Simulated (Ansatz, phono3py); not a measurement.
# KBr (Fm-3m): lattice thermal conductivity, part 2 of 2

Aim: the lattice thermal conductivity of KBr against temperature, and which phonons carry it.

Experimental results on record:
- thermal conductivity 3.4 W/m/K near room temperature (given in “Combining the AFLOW GIBBS and Elastic Libraries to efficiently and robustly screen thermo-mechanical properties of solids”, 2017, arXiv:1611.05714)
- thermal conductivity 3.4 W/m/K near room temperature (given in “Predicting the lattice thermal conductivity of solids by solving the Boltzmann transport equation: AFLOW - AAPL an automated, accurate and efficient framework”, 2017, arXiv:1611.05481)

Ansatz 0.2.0; DFT LDA, scalar-relativistic, plane waves, PAW.

So far. Step 2 (A first coarse run): The start is under -1.6 GPa at this level and looks like an insulator or semiconductor on this mesh. Step 5 (Tight relaxation): The residual pressure is 1.0e-4 GPa, small enough for phonons. The relaxed cell has a = 6.372 Å (conventional setting).

## Step 6: Anharmonic force constants and conductivity

Pairs of atoms inside the cutoff are displaced in a supercell, the forces give the cubic constants, and these give the three-phonon rates of the Boltzmann equation.

Contents of input.yaml:

```yaml
crystal:
  lattice:
    - [0.0, 3.1858006127, 3.1858006127]
    - [3.1858006127, 0.0, 3.1858006127]
    - [3.1858006127, 3.1858006127, 0.0]
  atoms:
    - { symbol: K, position: [0.0, 0.0, 0.0] }
    - { symbol: Br, position: [0.5, 0.5, 0.5] }
kpoints:
  mp_grid: { grid: [6, 6, 6] }
hamiltonian:
  xc: lda
scf:
  occupations: { method: fixed }
output:
  eigenvalues: true
phonons:
  method: fd
  dielectric: true
  qmesh: [6, 6, 6]
  temperatures: { t_max: 1000, t_step: 50 }
  qpath:
    path:
      - [[0.0, 0.0, 0.0], [0.5, 0.0, 0.5], [0.625, 0.25, 0.625]]
      - [[0.375, 0.375, 0.75], [0.0, 0.0, 0.0], [0.5, 0.5, 0.5], [0.5, 0.25, 0.75], [0.5, 0.0, 0.5]]
    npoints: 10
  third_order: { supercell: [3, 3, 3], pair_cutoff: 4.655 }
  lattice_thermal_conductivity:
    qmesh: [17, 17, 17]
    temperatures: [100.0, 150.0, 200.0, 300.0, 400.0, 500.0]
    isotope_mass_variance:
      - { species: Br, variance: 0.0001563 }
      - { species: K, variance: 0.000164 }
```

Run with:

```bash
> ansatz run input.yaml --threads 16 --pin off --max-ram 30720MiB --backend cpu --events-out ev --progress --plain --runs-dir out
```

Wall time 19 min (16 threads of Arm Neoverse N1, shared host); peak memory 15 GiB.

Numbers from this step:

* Γ frequencies: 0, 0, 0, 129.9, 129.9, 129.9 cm⁻¹ (negative: imaginary)
* lowest frequency on the path: 0 cm⁻¹
* zero-point energy: 0.03676 eV/cell
* point group: m-3m
* highest frequency: 172.1 cm⁻¹
* Debye temperature from the second moment: 196 K
* κ at 300 K (relaxation time): 5.182 W/m/K
* κ at 300 K (full solution): 5.499 W/m/K
* dipole term: run
* mean free path at half of κ: 17.3 nm
* share of κ above the three lowest branches: 0.05
* third-order blocks: 350
* periodic aliases dropped: 24
* largest relative sum-rule correction: 0.1400
* displaced cells, third order: 50

LO-TO term included. Phonon branches along the path, in cm⁻¹:

```csv
point,branch 1,branch 2,branch 3,branch 4,branch 5,branch 6
Γ,0,0,0,130,130,172
halfway,29,29,88,132,132,141
X,40,40,70,135,135,142
halfway,46,51,68,132,135,141
U,59,64,73,126,136,140
jump to K,59,64,73,126,136,140
halfway,36,68,79,115,133,154
Γ,0,0,0,130,130,172
halfway,50,50,64,123,123,166
L,79,79,97,110,110,155
halfway,69,70,88,117,128,144
W,58,58,84,121,138,138
halfway,46,62,67,130,136,141
X,40,40,70,135,135,142
```

W/m/K. Kappa, by row:

```csv
T (K),RTA xx,RTA yy,RTA zz,full xx,full yy,full zz,coherence part xx,coherence part yy,coherence part zz,ending,iterations,least Ritz value
100,16.27,16.27,16.27,17.2,17.2,17.2,0.02146,0.02146,0.02146,converged,8,0.621
150,10.48,10.48,10.48,11.1,11.1,11.1,0.03109,0.03109,0.03109,converged,8,0.612
200,7.785,7.785,7.785,8.254,8.254,8.254,0.03879,0.03879,0.03879,converged,8,0.607
300,5.182,5.182,5.182,5.499,5.499,5.499,0.05143,0.05143,0.05143,converged,8,0.603
400,3.904,3.904,3.904,4.145,4.145,4.145,0.06185,0.06185,0.06185,converged,9,0.6
500,3.143,3.143,3.143,3.337,3.337,3.337,0.07068,0.07068,0.07068,converged,9,0.598
```

Lattice thermal conductivity against temperature:

```csv
temperature (K),RTA xx (W/m/K),full xx (W/m/K)
100,16.3,17.2
150,10.5,11.1
200,7.79,8.25
300,5.18,5.50
400,3.90,4.14
500,3.14,3.34
```

Phonopy on the run's constants, 15x15x15 mesh, Gaussian sigma 2.0 cm⁻¹. The modes by wavenumber; read off at these points; values in 1/cm⁻¹/cell:

```csv
wavenumber (cm⁻¹),Br,K
-5.0,0,0
0.0,1.2e-4,5.9e-5
5.0,7.9e-5,3.5e-5
10.0,6.7e-4,3.3e-4
15.0,0.00148,7.1e-4
20.0,0.00339,0.00159
25.0,0.00508,0.00233
30.0,0.00807,0.00360
35.0,0.0130,0.00560
40.0,0.0220,0.00905
45.0,0.0272,0.0107
50.0,0.0306,0.0112
55.0,0.0337,0.0115
60.0,0.0376,0.0115
65.0,0.0461,0.0124
70.0,0.0462,0.00985
75.0,0.0581,0.00806
76.6,0.0612,0.00696
80.0,0.0448,0.00453
85.0,0.0511,0.00548
86.5,0.0543,0.00527
90.0,0.0507,0.00383
95.0,0.00912,5.2e-4
100.0,1.7e-4,1.7e-6
105.0,0,2.0e-4
110.0,0.001,0.0169
115.0,0.00603,0.0427
120.0,0.0119,0.0575
125.0,0.0167,0.0582
130.0,0.0260,0.0726
132.3,0.0278,0.0773
135.0,0.0226,0.0698
140.0,0.0130,0.0687
145.0,0.00399,0.0368
150.0,0.00281,0.0269
155.0,0.00283,0.0193
160.0,0.00269,0.0105
165.0,0.00219,0.00622
170.0,0.00114,0.00267
175.0,6.5e-5,1.4e-4
180.0,0,0
```

Distinct triplets, nearest first. Third order norms, by row:

```csv
sites,side 1 (Å),side 2 (Å),side 3 (Å),norm of the 27 components (eV/Å³)
K-K-K,0,0,0,0
Br-Br-Br,0,0,0,0
K-Br-Br,0,3.19,3.19,4.111
K-Br-K,0,3.19,3.19,4.232
K-Br-Br,3.19,3.19,4.51,0.03
K-Br-K,3.19,3.19,4.51,0.044
K-K-K,0,4.51,4.51,0.222
K-K-K,4.51,4.51,4.51,0.006
Br-Br-Br,0,4.51,4.51,0.124
Br-Br-Br,4.51,4.51,4.51,0.02
```

Born charge (rows field, columns displacement) (e), principal values of the symmetric part by kind of site:

```csv
atom,atoms with these values,low,middle,high,mean
K1,1,1.10,1.10,1.10,1.10
Br2,1,-1.10,-1.10,-1.10,-1.10
```

In full for Br2:

```
-1.10  0.00  0.00
 0.00 -1.10  0.00
 0.00  0.00 -1.10
```

RTA, 300 K. Kappa by branch, by row:

```csv
branch (by rank),mean frequency (THz),mean rms speed (km/s),median lifetime (ps),share of kappa
1,1.51,1.54,10.9,0.403
2,1.89,1.76,4.81,0.357
3,2.44,1.41,4.17,0.19
4,3.63,0.8,2.27,0.02
5,3.91,0.67,2.71,0.018
6,4.41,0.77,1.27,0.012
```

The spectral kappa at 300 K by frequency; read off at these points; values in W/m/K/THz:

```csv
frequency (THz),relaxation time (W/m/K/THz),full solution (W/m/K/THz)
0.05,0,0
0.25,0.909,0.906
0.45,1.61,1.62
0.55,1.13,1.14
0.75,1.49,1.54
1.05,2.38,2.52
1.25,2.84,3.00
1.35,4.12,4.37
1.55,2.56,2.77
1.75,3.16,3.28
1.95,2.04,2.08
2.25,1.54,1.60
2.45,0.955,1.04
2.75,0.252,0.321
2.95,0,0
3.25,0,0
3.45,0.139,0.154
3.65,0.402,0.614
3.95,0.293,0.505
4.15,0.0589,0.0253
4.45,0.0647,-0.0108
4.65,0.0479,0.0539
4.95,0.00623,0.0288
5.15,2.3e-4,0.00198
```

Relaxation-time solution. The share of κ carried by shorter paths by mean free path:

```csv
mean free path (nm),100 K,300 K,500 K
0.464,0,0,0.002
0.681,0,0.001,0.006
1,0,0.004,0.015
1.47,0,0.011,0.044
2.15,0.001,0.034,0.06
3.16,0.004,0.056,0.081
4.64,0.01,0.072,0.161
6.81,0.029,0.124,0.315
10,0.041,0.26,0.485
14.7,0.054,0.422,0.663
21.5,0.097,0.595,0.798
31.6,0.213,0.746,0.873
46.4,0.371,0.854,0.899
68.1,0.543,0.897,0.914
100,0.716,0.913,0.947
147,0.831,0.929,0.947
215,0.887,0.946,0.982
316,0.909,0.946,1
464,0.923,1,1
681,0.944,1,1
1000,0.944,1,1
1470,1,1,1
```

300 K; a sample spread over frequency. Mode lifetimes, by row, the first 40 of 90 rows:

```csv
q1,q2,q3,branch,frequency (THz),rms speed (km/s),three-phonon rate (1/ps),isotope rate (1/ps),lifetime (ps),mean free path (nm)
0,0.0588,0.0588,1,0.237,1.25,0.003,1.09e-7,333,417
0,0.0588,-0.1176,1,0.619,2.38,0.0579,1.75e-5,17.3,41.1
0.0588,0.1176,0.2353,1,0.771,2,0.0546,4.61e-5,18.3,36.7
0.0588,0.1765,0.2941,1,0.928,1.7,0.052,1.07e-4,19.2,32.6
0,0.1765,-0.1765,1,1.015,1.26,0.0211,1.58e-4,46.9,59.3
0,0,0.1765,1,1.093,2.67,0.345,2.51e-4,2.89,7.73
0.0588,0.2353,-0.1765,1,1.174,1.21,0.0267,3.83e-4,36.9,44.8
0,0.4118,0.4706,1,1.21,0.67,0.0617,5.31e-4,16.1,10.8
0.0588,0.3529,0.4706,1,1.262,1.13,0.0554,5.80e-4,17.9,20.2
0.1176,0.4118,-0.4706,1,1.325,0.89,0.0356,6.71e-4,27.6,24.5
0.0588,0.4706,-0.4706,2,1.376,1.94,0.0599,7.42e-4,16.5,32
0,0,0.2353,2,1.427,2.53,0.267,8.48e-4,3.74,9.46
0.0588,0.2941,0.4118,2,1.483,2.57,0.113,9.41e-4,8.81,22.7
0.0588,0.1765,-0.1176,2,1.521,2.98,0.282,0.00102,3.54,10.5
0.1176,0.3529,-0.2353,1,1.589,1.01,0.0488,0.00119,20,20.2
0.0588,0.1765,0.3529,2,1.641,2.79,0.226,0.00133,4.41,12.3
0.1176,0.2941,0.4118,2,1.679,2.76,0.197,0.00146,5.04,13.9
0.1176,0.2353,-0.4706,1,1.731,1.9,0.142,0.00159,6.97,13.2
0.1765,0.3529,-0.3529,1,1.779,1.45,0.0928,0.00175,10.6,15.3
0.1176,0.4118,-0.2941,1,1.812,0.78,0.0718,0.00176,13.6,10.6
0.1765,0.4706,-0.2941,2,1.85,0.72,0.0783,0.002,12.5,9.01
0.0588,0.3529,-0.3529,2,1.899,1.62,0.186,0.00226,5.31,8.59
0.1765,0.4706,-0.3529,2,1.946,0.89,0.0986,0.00251,9.89,8.8
0,0.0588,0.3529,2,1.983,1.8,0.306,0.00239,3.24,5.82
0.0588,0.4118,-0.4118,3,2.025,0.82,0.101,0.00258,9.61,7.9
0.1176,0.4706,-0.3529,3,2.055,2.43,0.167,0.00309,5.87,14.2
0,0.1176,0.2353,3,2.091,2.96,0.331,0.0034,2.99,8.83
0,0.2941,-0.3529,2,2.121,1.42,0.237,0.00353,4.16,5.9
0.0588,0.4118,-0.3529,3,2.163,2.3,0.156,0.00352,6.28,14.4
0,0.1176,-0.2941,2,2.195,1.49,0.313,0.00394,3.16,4.7
0,0.0588,0.4118,2,2.232,1.29,0.3,0.00434,3.29,4.22
0.1176,0.4118,-0.4706,3,2.264,1.64,0.164,0.00444,5.95,9.75
0.1176,0.4118,-0.3529,3,2.292,2.05,0.195,0.00508,5,10.2
0,0.1765,0.2353,3,2.339,2.65,0.397,0.00574,2.48,6.56
0.0588,0.1176,-0.4706,2,2.36,0.51,0.284,0.00846,3.42,1.76
0,0.2353,-0.2941,2,2.373,0.26,0.256,0.0023,3.87,1.02
0.1765,0.3529,-0.4118,3,2.438,1.64,0.242,0.00271,4.08,6.68
0,0.1765,-0.2353,3,2.516,1.66,0.249,0.00438,3.95,6.55
0,0.1765,-0.4706,3,2.556,1.52,0.23,0.00451,4.27,6.5
0.1176,0.3529,-0.2353,3,2.594,1.15,0.255,0.00566,3.83,4.42
```

Without the LO-TO term. Gamma linewidths, by row:

```csv
branch,frequency (cm⁻¹),three-phonon rate (1/ps),isotope rate (1/ps),FWHM (cm⁻¹)
4,129.9,0.376,0.0165,2.08
5,129.9,0.376,0.0165,2.08
6,129.9,0.376,0.0165,2.08
```

W/m/K, third of the trace; RTA populations with a boundary rate v/L added to each mode (Matthiessen's rule). Kappa by grain size, by row:

```csv
T (K),bulk,10 nm,30 nm,100 nm,300 nm,1000 nm,10000 nm,100000 nm
100,16.25,2.75,5.565,9.499,12.56,14.62,16.02,16.22
300,5.13,1.938,3.075,4.089,4.643,4.946,5.109,5.128
```

W/m/K, third of the trace; RTA populations with the isotope rates scaled. Kappa by mass disorder, by row:

```csv
T (K),no isotopes,as typed,variance x 3,variance x 10,variance x 30
100,16.83,16.25,15.25,12.82,9.408
300,5.189,5.13,5.019,4.684,4.008
```

At 300 K the relaxation-time value is 5.18 W/(m K).

## Step 7: What came out

```json
{
 "highest frequency": "172.1 cm⁻¹",
 "Debye temperature from the second moment": "196 K",
 "κ at 300 K (relaxation time)": "5.182 W/m/K",
 "κ at 300 K (full solution)": "5.499 W/m/K",
 "mean free path at half of κ": "17.3 nm",
 "share of κ above the three lowest branches": "0.05"
}
```

What this shows: The lattice of KBr conducts 5.50 W/(m K) at 300 K by LDA (mean over directions, full solution). The full solution lies +6 % from the relaxation-time value at 300 K. Above 300 K the relaxation-time κ falls as T^-0.98, near the 1/T law of three-phonon scattering. Grains of 100 nm would keep 80 % of the bulk value at 300 K, and grains of 1 µm 96 %. Removing the natural isotope disorder raises κ at 300 K by 1 %. A measured thermal conductivity near room temperature is 3.4 W/m/K (arXiv:1611.05714); the calculated 5.50 W/m/K differs by +62 %. The relaxed cell is 10 % smaller in volume than the database cell, which stiffens most phonons and usually raises κ; no run here tested that. Four-phonon, defect and boundary scattering, which are left out, would lower the calculated value; thermal expansion is left out too. The sum rules changed one orbit of cubic constants by up to 14 %; by the manual a large change points to a short cutoff or, on a small and distant orbit, to noisy forces. The conductivities include the coherence part between close branches; the shares for grains, isotopes, branches and paths are of the relaxation-time populations alone. Cubic couplings among atoms farther apart than the pair cutoff are dropped, and neither the cutoff nor the q-mesh was shown to be converged here. The PAW files were made for PBE and are used here under another functional, for which the program regenerates the frozen cores. The cell of these runs is 10 % smaller in volume than the database cell; frequencies and all that rests on them shift with it.

[Logs are printed without paths, hosts, clocks, repeated set-up lines and the standing remarks that a program may print on its own settings, such as how far it seeks lower states.]

[Hosts, paths, dates, database ids (printed as entryN), source tags and the programs' standing remarks are cut or masked in the printed files.]

[A step with changed settings may run another functional than the one named; its input shows which.]
